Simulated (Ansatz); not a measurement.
# NaFeN (P6_3mc): G0W0 under other settings

A base run on NaFeN (P6_3mc), then changed inputs.

Program: Ansatz 0.2.0. Level of theory: G0W0 on PBE, plane waves, PAW; PAW set soft_1. Results are calculated unless marked as measured.

Most raw output is cut from this account.

In doubt: one-shot GW on d or f shells is unsure, so the values of those runs are not to be relied on.

### Step 1. The structure

The structure is hexagonal, space group P6_3mc (No. 186). Conventional cell: a = 2.979 Å, b = 2.979 Å, c = 9.678 Å, α = 90.00°, β = 90.00°, γ = 120.00°. Nearest to Na lie 4 N at 2.55 to 2.95 Å and 3 Fe at 2.91 Å and 6 Na at 2.98 Å. Nearest to Fe lie 3 N at 1.78 Å. N has 3 Fe at 1.78 Å and 4 Na at 2.55 to 2.95 Å nearest. Farther neighbours and most contacts between anions are not listed.

The cell and positions are those that the Materials Project relaxed with its own functionals (PBE, PBE+U or r2SCAN), kept fixed.

### Step 2. The base run: 6×6×2 mesh, 168 empty bands, screening to 100 eV, PAW set soft_1 files

Now the one-shot GW correction: screening in the RPA, then the self-energy of the levels asked for. This step takes PAW set soft_1 files.

input.yaml reads:

```yaml
crystal:
  lattice:
    - [2.9791986867, 0.0, 0.0]
    - [-1.4895993434, 2.5800617456, 0.0]
    - [0.0, 0.0, 9.67759076]
  atoms:
    - { symbol: Na, position: [0.66666667, 0.33333333, 0.76069016] }
    - { symbol: Na, position: [0.33333333, 0.66666667, 0.26069016] }
    - { symbol: Fe, position: [0.0, 0.0, 0.51816637] }
    - { symbol: Fe, position: [0.0, 0.0, 0.01816637] }
    - { symbol: "N", position: [0.33333333, 0.66666667, 0.56578347] }
    - { symbol: "N", position: [0.66666667, 0.33333333, 0.06578347] }
kpoints:
  mp_grid: { grid: [6, 6, 2] }
hamiltonian:
  xc: pbe
  pseudopotentials: { kind: paw, azcp: { folder: soft_1 } }
scf:
  occupations: { method: fixed }
gw:
  n_empty_bands: 168
  ecut_chi: 100
  qp_bands: [v2, c2]
  qp_kpoints: band_edges
  screening: { model: contour_deformation }
```

Launch:

```bash
ansatz run input.yaml --threads 2 --pin off --max-ram 92160MiB --backend cuda --events-out ev --progress --plain --runs-dir out --devices 1 --max-vram 13GiB
```

Run time: 17 s. Hardware: 1 × NVIDIA H100 80GB HBM3 (shared by 6 runs) with 2 threads of AMD EPYC 7R13 (Zen 3), shared host; peak memory 1.2 GiB; 21 s of CPU time.

Numbers from this step:

| Quantity | Value |
| --- | --- |
| bands summed | 198 |
| RPA ε∞ on this mesh (eigenvalues) | 6.041, 33.75, 33.75 |
| plane waves in the screening matrix | 177 |
| q-points in the mesh | 72 |
| G0W0 gap on the mesh | 0.7212 eV |
| k of the valence top | 0.1667, 0.1667, 0 |
| k of the conduction bottom | 0.3333, 0.3333, -0.5 |
| starting gap on the mesh | 0.3366 eV |
| Z at the valence top | 0.6371 |
| Z at the conduction bottom | 0.6233 |
| least direct G0W0 gap on the computed points | 1.026 eV |

The gap on the mesh goes from 0.34 eV to 0.72 eV, a correction of +0.38 eV. Between the two edge states, bare exchange in place of the xc potential would open the gap by 6.34 eV, and correlation takes back 5.96 eV.

### Step 3. Variant: potentials

Other atomic data (norm-conserving) test the pseudisation: the cutoff goes from 420 to 1240 eV, with the same valence electrons.

This step: G0W0 on PBE, plane waves, norm-conserving pseudopotentials.

Edit input.yaml of step 2 so:

```diff
@@ -16,3 +16,3 @@
   xc: pbe
-  pseudopotentials: { kind: paw, azcp: { folder: soft_1 } }
+  pseudopotentials: { kind: nc }
 scf:
```

It took 53 s on 1 × NVIDIA H100 80GB HBM3 (shared by 6 runs) with 2 threads; peak memory 1.5 GiB.

The G0W0 gap on the mesh is 0.678 eV.

Against the base:

```csv
setting,base,variant
files,PAW set soft_1,norm-conserving
```

```csv
quantity,variant,base
starting gap on the mesh,0.297,0.337
G0W0 gap on the mesh,0.678,0.721
least direct G0W0 gap on the computed points,0.962,1.026
Z at the valence top,0.635,0.637
Z at the conduction bottom,0.621,0.623
```

### Step 4. Variant: potentials

This step: G0W0 on PBE, plane waves, PAW.

Edit input.yaml of step 3 so:

```diff
@@ -16,3 +16,3 @@
   xc: pbe
-  pseudopotentials: { kind: nc }
+  pseudopotentials: { kind: paw, source: ansatz }
 scf:
```

The job ended after 43 s (1 × NVIDIA H100 80GB HBM3 (shared by 6 runs) with 2 threads; peak memory 1.4 GiB; 60 s of CPU time).

The G0W0 gap on the mesh is 0.719 eV.

Against the base:

```csv
setting,base,variant
files,PAW set soft_1,hard PAW
```

```csv
quantity,variant,base
starting gap on the mesh,0.338,0.337
G0W0 gap on the mesh,0.719,0.721
least direct G0W0 gap on the computed points,1.024,1.026
Z at the valence top,0.637,0.637
Z at the conduction bottom,0.623,0.623
```

### Step 5. Variant: frequency model

A plasmon pole stands in for the full frequency dependence of the screening; this run shows what that costs in accuracy.

This step: G0W0 on PBE, plane waves, PAW; PAW set soft_1.

Edit input.yaml of step 4 so:

```diff
@@ -16,3 +16,3 @@
   xc: pbe
-  pseudopotentials: { kind: paw, source: ansatz }
+  pseudopotentials: { kind: paw, azcp: { folder: soft_1 } }
 scf:
@@ -24,2 +24,2 @@
   qp_kpoints: band_edges
-  screening: { model: contour_deformation }
+  screening: { model: godby_needs }
```

It took 21 s on 1 × NVIDIA H100 80GB HBM3 (shared by 6 runs) with 2 threads; peak memory 1.3 GiB.

The G0W0 gap on the mesh is 0.803 eV.

Against the base:

```csv
setting,base,variant
frequency model,contour deformation,plasmon pole
```

```csv
quantity,variant,base
starting gap on the mesh,0.337,0.337
G0W0 gap on the mesh,0.803,0.721
least direct G0W0 gap on the computed points,1.104,1.026
Z at the valence top,0.723,0.637
Z at the conduction bottom,0.710,0.623
```

### Step 6. What came out

```
base            : 0.72 eV, 17 s
potentials      : 0.68 eV, 53 s
potentials      : 0.72 eV, 43 s
frequency model : 0.80 eV, 21 s
```

**Reading.** Potentials: the gap moves by −0.04 eV and the time by a factor of 3.1 (the plane-wave cutoff goes from 420 to 1240 eV). Potentials: the gap moves by −0.002 eV and the time by a factor of 2.5 (the plane-wave cutoff goes from 420 to 870 eV). Frequency model: the gap moves by +0.08 eV. All runs here use a coarse mesh and modest cutoffs; they test settings and are not final values. The 6×6×2 mesh is coarse for this cell (its supercell is 18 Å along the shortest edge). The RPA ε∞ on it, from the PBE start, is 6.04 and 33.75; such meshes misread the long-range screening, most where the gap is narrow. The runs have no spin polarisation. For a closed low-spin shell that is the natural state; where a d or f shell is open it is a constraint, and the gap is then not the crystal's own. With d states at the gap, one-shot GW leans hard on its start.

[Paths, hosts, dates, memory and timing lines, banners, echoed tables and standing remarks are left out of the program output.]

[Logs are printed without paths, hosts, clocks, repeated set-up lines and the standing remarks that a program may print on its own settings, such as how far it seeks lower states.]

[Runs of the session that timed out or met a known fault of the program may be left out.]

[Cells called generated may have been cut or substituted from an entry of the Crystallography Open Database or the Materials Project.]

[Hosts, paths, dates, database ids (printed as entryN), source tags and the programs' standing remarks are cut or masked in the printed files.]
